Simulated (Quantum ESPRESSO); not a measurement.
# ZnS (F-43m): how pressure shifts the optical phonon

Wanted: a fit of frequency against volume for ZnS (F-43m), tested on a run that is left out of it.

Calculated with Quantum ESPRESSO 7.5; DFT PBE, scalar-relativistic, plane waves, PseudoDojo norm-conserving pseudopotentials.

The database entry behind the starting cell differs from later determinations by our own check (about 0.1 % short), so it need not match the best structure at ambient conditions.

## Step 1: The relaxed structure

It takes space group F-43m (No. 216, cubic). Conventional cell: a = 5.448 Å, b = 5.448 Å, c = 5.448 Å, α = 90.00°, β = 90.00°, γ = 90.00°. Zn has 4 S at 2.36 Å nearest. Nearest to S lie 4 Zn at 2.36 Å. Farther neighbours and most contacts between anions are not listed.

This is the cell after its relaxation at this level of theory, not the database cell from which that began.

## Step 2: Runs at several volumes

The relaxed cell is scaled uniformly; in this structure symmetry fixes all atoms, so nothing has to be relaxed anew. Each volume gets a ground state and a response at Γ. The mode followed is the highest one without the macroscopic field, of symmetry T2; longitudinal polar modes lie higher. Cutoff 92 Ry, k mesh 10×10×10.

From the response at V/V₀ = 0.97:

The program printed:

```text
[banners, grids, parts of the stress and lines that vanish by symmetry left out]
Program PHONON v.7.5
     Reading xml data from directory:

[...]
Exchange-correlation= PBE
                           (   1   4   3   4   0   0   0)
[...]
kinetic-energy cut-off    =      92.0000  Ry
     charge density cut-off    =     368.0000  Ry
     convergence threshold     =      1.0E-18
[...]
Exchange-correlation= PBE
                           (   1   4   3   4   0   0   0)
[...]
q = (   0.0000000   0.0000000   0.0000000 )
     25 Sym.Ops. (with q -> -q+G )
     G cutoff =  484.0832  (  31415 G-vectors)     FFT grid: ( 45, 45, 45)
     number of k points=    47
[...]
Mode symmetry, T_d (-43m)  point group:
[...]
Dielectric constant
[...]
End of electric fields calculation
          Dielectric constant in cartesian axis
          (       5.982101206       0.000000000      -0.000000000 )
          (       0.000000000       5.982101206      -0.000000000 )
          (      -0.000000000      -0.000000000       5.982101206 )
          Effective charges (d Force / dE) in cartesian axis without acoustic sum rule applied (asr)
           atom    1  Zn    Mean Z*:        1.99123
      Ex  (        1.99123        0.00000       -0.00000 )
      Ey  (        0.00000        1.99123       -0.00000 )
      Ez  (       -0.00000       -0.00000        1.99123 )
           atom    2  S     Mean Z*:       -1.99425
      Ex  (       -1.99425       -0.00000        0.00000 )
      Ey  (        0.00000       -1.99425        0.00000 )
      Ez  (        0.00000        0.00000       -1.99425 )
          Effective charges Sum: Mean:       -0.00303
[...]
Effective charges (d Force / dE) in cartesian axis with asr applied:
           atom    1  Zn    Mean Z*:        1.99274
[...]
atom    2  S     Mean Z*:       -1.99274
[...]
Representation #   1 modes #   1   2   3
[...]
End of self-consistent calculation
     Convergence has been achieved
     Representation #   2 modes #   4   5   6
[...]
End of self-consistent calculation
     Convergence has been achieved
[...]
Dielectric constant in cartesian axis
          (       5.982101206       0.000000000      -0.000000000 )
          (       0.000000000       5.982101206      -0.000000000 )
          (      -0.000000000      -0.000000000       5.982101206 )
          Effective charges (d Force / dE) in cartesian axis without acoustic sum rule applied (asr)
           atom    1  Zn    Mean Z*:        1.99123
      Ex  (        1.99123        0.00000       -0.00000 )
      Ey  (        0.00000        1.99123       -0.00000 )
      Ez  (       -0.00000       -0.00000        1.99123 )
           atom    2  S     Mean Z*:       -1.99425
      Ex  (       -1.99425       -0.00000        0.00000 )
      Ey  (        0.00000       -1.99425        0.00000 )
      Ez  (        0.00000        0.00000       -1.99425 )
          Effective charges Sum: Mean:       -0.00303
[...]
Effective charges (d Force / dE) in cartesian axis with asr applied:
           atom    1  Zn    Mean Z*:        1.99274
[...]
atom    2  S     Mean Z*:       -1.99274
[...]
q = (    0.000000000   0.000000000   0.000000000 )
[...]
freq (    1) =      -0.063815 [THz] =      -2.128627 [cm-1]
     freq (    2) =      -0.063815 [THz] =      -2.128627 [cm-1]
     freq (    3) =      -0.063815 [THz] =      -2.128627 [cm-1]
     freq (    4) =       8.215693 [THz] =     274.046029 [cm-1]
     freq (    5) =       8.215693 [THz] =     274.046029 [cm-1]
     freq (    6) =       8.215693 [THz] =     274.046029 [cm-1]
[...]
Mode symmetry, T_d (-43m)  point group:
     freq (   1-   3) =         -2.1  [cm-1]   --> T_2  G_15 P_4   I+R
     freq (   4-   6) =        274.0  [cm-1]   --> T_2  G_15 P_4   I+R

   JOB DONE.
```

One volume, V/V₀ = 1, is held back as a test.

```
V/V₀  volume (Å³/atom)  pressure (GPa)   ω (cm⁻¹)
0.97            19.607            2.23     274.05
   1            20.213            0.00  held back
1.03            20.820           -1.91     245.72
```

## Step 3: The fit

The mode Grüneisen parameter is γ = −d ln ω / d ln V.

```
ln(V/V₀)    ln ω
 -0.0305  5.6133
  0.0296  5.5042
```

A straight line through these points has the slope -1.818, so γ = 1.82; at V/V₀ = 1 it predicts ω = exp(5.5579 + 0.0000) = 259.29 cm⁻¹.

A parabola of pressure against ln V through V/V₀ = 0.97, 1 and 1.03 gives the bulk modulus B = −dP/d ln V = 69 GPa at V₀. With ω₀ from the fitted line the pressure coefficient follows as dω/dP = γ ω₀ / B = 1.82 × 259.3 / 69 = 6.85 cm⁻¹/GPa.

## Step 4: The run that was held back

The program printed:

```text
[banners, grids, parts of the stress and lines that vanish by symmetry left out]
[banner, memory and clock lines left out]
Program PHONON v.7.5

[...]
Exchange-correlation= PBE
                           (   1   4   3   4   0   0   0)
[...]
(   3 q-points):
[...]
kinetic-energy cut-off    =      92.0000  Ry
     charge density cut-off    =     368.0000  Ry
     convergence threshold     =      1.0E-18
[...]
Exchange-correlation= PBE
                           (   1   4   3   4   0   0   0)
[...]
q = (   0.0000000   0.0000000   0.0000000 )
     25 Sym.Ops. (with q -> -q+G )
     G cutoff =  494.0135  (  32647 G-vectors)     FFT grid: ( 45, 45, 45)
     number of k points=    47
[...]
Mode symmetry, T_d (-43m)  point group:
[...]
Dielectric constant
[...]
End of electric fields calculation
          Dielectric constant in cartesian axis
          (       6.006666975      -0.000000000       0.000000000 )
          (      -0.000000000       6.006666975       0.000000000 )
          (       0.000000000       0.000000000       6.006666975 )
          Effective charges (d Force / dE) in cartesian axis without acoustic sum rule applied (asr)
           atom    1  Zn    Mean Z*:        2.03269
      Ex  (        2.03269        0.00000        0.00000 )
      Ey  (        0.00000        2.03269       -0.00000 )
      Ez  (       -0.00000       -0.00000        2.03269 )
           atom    2  S     Mean Z*:       -2.03584
      Ex  (       -2.03584        0.00000       -0.00000 )
      Ey  (        0.00000       -2.03584       -0.00000 )
[...]
q = (    0.353553391  -0.353553391   0.353553391 )
[...]
freq (    1) =       2.099081 [THz] =      70.017808 [cm-1]
     freq (    2) =       2.099081 [THz] =      70.017808 [cm-1]
     freq (    3) =       5.648005 [THz] =     188.397165 [cm-1]
     freq (    4) =       8.178517 [THz] =     272.805956 [cm-1]
     freq (    5) =       8.178517 [THz] =     272.805956 [cm-1]
     freq (    6) =       9.554283 [THz] =     318.696568 [cm-1]
[...]
Mode symmetry, C_3v (3m)   point group:
     freq (   1-   2) =         70.0  [cm-1]   --> E    L_3
     freq (   3-   3) =        188.4  [cm-1]   --> A_1  L_1
     freq (   4-   5) =        272.8  [cm-1]   --> E    L_3
     freq (   6-   6) =        318.7  [cm-1]   --> A_1  L_1
[...]
Mode symmetry, D_2d (-42m) point group:
[...]
Representation #   1 mode #   1
[...]
Convergence has been achieved
     Representation #   2 mode #   2
[...]
Convergence has been achieved
     Representation #   3 modes #   3   4
[...]
End of self-consistent calculation
     Convergence has been achieved
     Representation #   4 modes #   5   6
[...]
End of self-consistent calculation
     Convergence has been achieved
[...]
q = (    0.000000000  -0.707106781   0.000000000 )
[...]
freq (    1) =       2.690827 [THz] =      89.756321 [cm-1]
     freq (    2) =       2.690827 [THz] =      89.756321 [cm-1]
     freq (    3) =       6.107489 [THz] =     203.723920 [cm-1]
     freq (    4) =       8.758723 [THz] =     292.159546 [cm-1]
     freq (    5) =       8.758723 [THz] =     292.159546 [cm-1]
     freq (    6) =       9.243108 [THz] =     308.316892 [cm-1]
[...]
Mode symmetry, D_2d (-42m) point group:
     freq (   1-   2) =         89.8  [cm-1]   --> E    X_5  W_3
     freq (   3-   3) =        203.7  [cm-1]   --> A_1  X_1  W_1
     freq (   4-   5) =        292.2  [cm-1]   --> E    X_5  W_3
     freq (   6-   6) =        308.3  [cm-1]   --> B_2  X_3  W_2
```

It gives 259.50 cm⁻¹ against the predicted 259.29 cm⁻¹, a miss of 0.2 cm⁻¹.

## Step 5: Summary of results

```json
{
  "mode Grüneisen parameter": "1.818",
  "bulk modulus": "68.8 GPa",
  "pressure coefficient": "6.85 cm⁻¹/GPa"
}
```

The highest optical mode of ZnS (F-43m) without the LO-TO term stiffens by 6.85 cm⁻¹ a GPa near the relaxed volume, with γ = 1.82. The power law meets all 3 runs within 0.09 %; between neighbouring volumes γ runs from 1.79 to 1.85. Such a coefficient turns a measured shift of this mode into a hydrostatic stress; uniaxial or biaxial stress splits the mode and needs deformation potentials. These are harmonic values at zero temperature for the structure held cubic, which a run at Γ can't show to be stable; the bulk modulus rests on three points.

[Host names and launcher messages were left out of these logs when they were recorded.]

[Logs are printed without paths, hosts, clocks, repeated set-up lines and the standing remarks that a program may print on its own settings, such as how far it seeks lower states.]

[Hosts, paths, dates, database ids (printed as entryN), source tags and the programs' standing remarks are cut or masked in the printed files.]
